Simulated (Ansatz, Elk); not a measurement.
# Bonding as seen by X-rays: ZrVCu4, part 2 of 2

The structure of ZrVCu4 used here is made up (a known structure type with other elements) and was relaxed beforehand with PBEsol. The aim is the Fourier transform of its all-electron density, F(hkl), set beside the sum over free spherical atoms that refinements use.

Elk 11.2.3 (patched build); all-electron DFT.

So far: Set-up; Ground state and structure factors; The magnetisation density.

The structure was built from a prototype and need not be the compound's stable phase.

### 4. The highest occupied states alone

Level of this step: DFT, PBE, all-electron APW+lo, Dirac cores, scalar-relativistic bands, static density, ferromagnetic start (Elk).

An energy window below the Fermi level keeps the highest occupied states, to see at which angles they scatter; shallow core shells can lie inside it and anion s states outside. No new self-consistency is needed.

File elk.in:

```
tasks
  195

xctype
  20

spinpol
  .true.

rgkmax
  7.0

gmaxvr
  14.0

lmaxo
  7

lmaxapw
  8

swidth
  0.002

tshift
  .false.

ramdisk
  .false.

hmaxvr
  5.5

maxscl
  120

epspot
  1e-06

reducebf
  0.8

wsfac
  -0.135760 0.605230

sppath
  './'

avec
  0.00000000000 6.51046915305 6.51046915305
  6.51046915305 -0.00000000000 6.51046915305
  6.51046915305 6.51046915305 0.00000000000

atoms
  3
  'Zr.in'
  1
  0.5000000000 0.5000000000 0.5000000000   0.000000 0.000000 -0.020000
  'Cu.in'
  4
  0.8756482665 0.3730552006 0.8756482665   0.000000 0.000000 0.000000
  0.8756482665 0.8756482665 0.8756482665   0.000000 0.000000 0.000000
  0.8756482665 0.8756482665 0.3730552006   0.000000 0.000000 0.000000
  0.3730552006 0.8756482665 0.8756482665   0.000000 0.000000 0.000000
  'V.in'
  1
  0.2500000000 0.2500000000 0.2500000000   0.000000 0.000000 -0.120000

ngridk
  5 5 5
```

Run with:

```
> OMP_NUM_THREADS=4 elk
```

Numbers of over 12 decimals in the logs are rounded to 6 here.

Output:

```text
┌─────────────────────────────────┐
│ Elk code version 11.2.3 started │
└─────────────────────────────────┘

Info(readinput): the functional depends on the density's gradient
 muffin-tin radial points multiplied by    2.00000
 (not where nrmtscf is given)

┌────────────────────┐
│ Current task : 195 │
└────────────────────┘
Info(checkmt): changed muffin-tin radius of species 2 (Cu) from   2.4000 to   2.2649

Info(sfacrho): density structure factors written to SFACRHO.OUT

 Energy window :  -0.1357600000      0.6052300000

┌──────────────────┐
│ Elk code stopped │
└──────────────────┘
```

The job ended after 9.7 s (4 threads of AMD EPYC 7B13 (Zen 3), shared host; peak memory 0.33 GiB).

States within 12 eV below the Fermi level hold 53.00 electrons; any levels below the window count with the cores. Their amplitudes can exceed the total, where window and core parts have opposite phase:

| hkl | sin θ/λ (Å⁻¹) | abs F, window | abs F, all |
| --- | --- | --- | --- |
| 111 | 0.126 | 14.596 | 16.960 |
| 200 | 0.145 | 1.169 | 15.924 |
| 220 | 0.205 | 1.643 | 47.724 |
| 311 | 0.241 | 12.394 | 75.800 |
| 222 | 0.251 | 22.104 | 86.140 |
| 400 | 0.290 | 18.178 | 37.864 |
| 331 | 0.316 | 8.112 | 13.920 |
| 420 | 0.325 | 0.745 | 12.277 |
| 422 | 0.355 | 0.722 | 37.691 |
| 511 | 0.377 | 7.342 | 60.782 |

### 5. Another functional

The difference from free atoms is small, so it is set against the change that LDA (Perdew-Wang) makes.

elk.in: that of step 4 with these lines changed.

```diff
@@ -1,6 +1,8 @@
 tasks
+  0
   195
+  196
 
 xctype
-  20
+  3
 
@@ -42,5 +44,2 @@
 
-wsfac
-  -0.135760 0.605230
-
 sppath
```

Run with:

```
> OMP_NUM_THREADS=4 elk
```

Output:

```text
┌─────────────────────────┐
│ Elk code version 11.2.3 │
└─────────────────────────┘

All units are atomic (Hartree, Bohr, etc.)

┌─────────────────────────────────────────────────┐
│ Ground-state run starting from atomic densities │
└─────────────────────────────────────────────────┘

Lattice vectors :
   0.000000000       6.510469153       6.510469153
   6.510469153      -0.000000000       6.510469153
   6.510469153       6.510469153       0.000000000

Reciprocal lattice vectors :
 -0.4825447414      0.4825447414      0.4825447414
[...]
total charge                :    179.0000000
 error                       :   0.1578414545E-02

Moments :
 interstitial                :   0.5792479337
 muffin-tins
  species : 1 (Zr)
[...]
species : 2 (Cu)
[...]
atom 4                    :   0.9510218151E-01
  species : 3 (V)
   atom 1                    :    2.175259726
 total in muffin-tins        :    2.907216771
 total moment                :    3.486464705

┌──────────────────────────────┐
│ Self-consistent loop stopped │
└──────────────────────────────┘

Warning : core states of species 2 leak from the muffin-tin :   0.3471379815E-03

Wrote STATE.OUT
[key lines of the parts left out:]
total energy                :     -11152.607208885
```

The job ended after 1.7 min (4 threads; peak memory 0.47 GiB; 5.5 min of CPU time).

Against the first run R = 0.04 %; the largest change is -0.068 at 440. The moment goes from 3.78 to 3.49 μB.

### 6. Basis size

The basis and the expansions that go with it are enlarged, to see whether the differences are converged.

elk.in: that of step 5 with these lines changed.

```diff
@@ -6,3 +6,3 @@
 xctype
-  3
+  20
 
@@ -12,12 +12,12 @@
 rgkmax
-  7.0
+  8.5
 
 gmaxvr
-  14.0
+  18.0
 
 lmaxo
-  7
+  9
 
 lmaxapw
-  8
+  10
```

Run with:

```
> OMP_NUM_THREADS=4 elk
```

Output:

```text
┌─────────────────────────┐
│ Elk code version 11.2.3 │
└─────────────────────────┘

All units are atomic (Hartree, Bohr, etc.)

┌─────────────────────────────────────────────────┐
│ Ground-state run starting from atomic densities │
└─────────────────────────────────────────────────┘

Lattice vectors :
   0.000000000       6.510469153       6.510469153
   6.510469153      -0.000000000       6.510469153
   6.510469153       6.510469153       0.000000000

Reciprocal lattice vectors :
 -0.4825447414      0.4825447414      0.4825447414
[...]
total charge                :    179.0000000
 error                       :   0.1358254627E-02

Moments :
 interstitial                :   0.6529065676
 muffin-tins
  species : 1 (Zr)
[...]
species : 2 (Cu)
[...]
atom 4                    :   0.1060050931
  species : 3 (V)
   atom 1                    :    2.308344355
 total in muffin-tins        :    3.125588983
 total moment                :    3.778495551

┌──────────────────────────────┐
│ Self-consistent loop stopped │
└──────────────────────────────┘

Warning : core states of species 2 leak from the muffin-tin :   0.3343993106E-03

Wrote STATE.OUT
[key lines of the parts left out:]
total energy                :     -11168.666993713
```

Elapsed: 6.6 min, on 4 threads; peak memory 0.88 GiB.

Against the first run R = 0.01 %; the largest change is -0.022 at 440. The moment goes from 3.78 to 3.78 μB.

### 7. Settings against the effect

| run | R against the first run (%) | R against neutral atoms, low angle (%) | wall time |
| --- | --- | --- | --- |
| PBE, rgkmax 7 | 0.00 | 1.35 | 3.4 min |
| LDA (Perdew-Wang) | 0.04 | 1.37 | 1.7 min |
| rgkmax 8.5 with larger expansions | 0.01 | 1.34 | 6.6 min |

### 8. Summary of results

- R against neutral atoms, sin θ/λ < 0.3 Å⁻¹: 1.35 %
- R against neutral atoms, 0.3 to 0.82 Å⁻¹: 0.29 %

In words: Independent neutral atoms miss the calculated amplitudes by R = 1.35 % below 0.3 Å⁻¹ and 0.29 % from there to 0.82 Å⁻¹; by shells, 1.33 % below 0.15 Å⁻¹ (2 forms), 1.35 % 0.15 to 0.3 (4 forms), 0.40 % 0.3 to 0.45 (9 forms), 0.27 % above 0.45 (44 forms). Bonding, aspherical density and the tables' own atoms all enter these figures, and the runs don't part them. The largest change of an amplitude is -1.51 electrons, at 222. R counts amplitudes alone; phases shift too. The magnetic order is that of the start. No other order was tried here, and an antiferromagnetic one would change or move the magnetic intensity. The window's part falls from 53.0 electrons at the origin to at most 8.98 between 0.45 and 0.82 Å⁻¹, where compact states inside the window still scatter. Below 0.3 Å⁻¹ the changes that finished (LDA (Perdew-Wang) and rgkmax 8.5 with larger expansions) move F by R = 0.02 % at most, against the 1.35 % that separates it from free atoms. The magnetic factors move by R = 5.6 % (LDA (Perdew-Wang)) and 0.4 % (rgkmax 8.5 with larger expansions), so they aren't settled to better than that. The k-mesh has no finished test. Part of the difference isn't bonding: the tables are fits to free atoms and ions calculated by other methods than this functional. Thermal motion, anomalous dispersion and extinction are left out.

[Logs are printed without paths, hosts, clocks, repeated set-up lines and the standing remarks that a program may print on its own settings, such as how far it seeks lower states.]

[Hosts, paths, dates, database ids (printed as entryN), source tags and the programs' standing remarks are cut or masked in the printed files.]
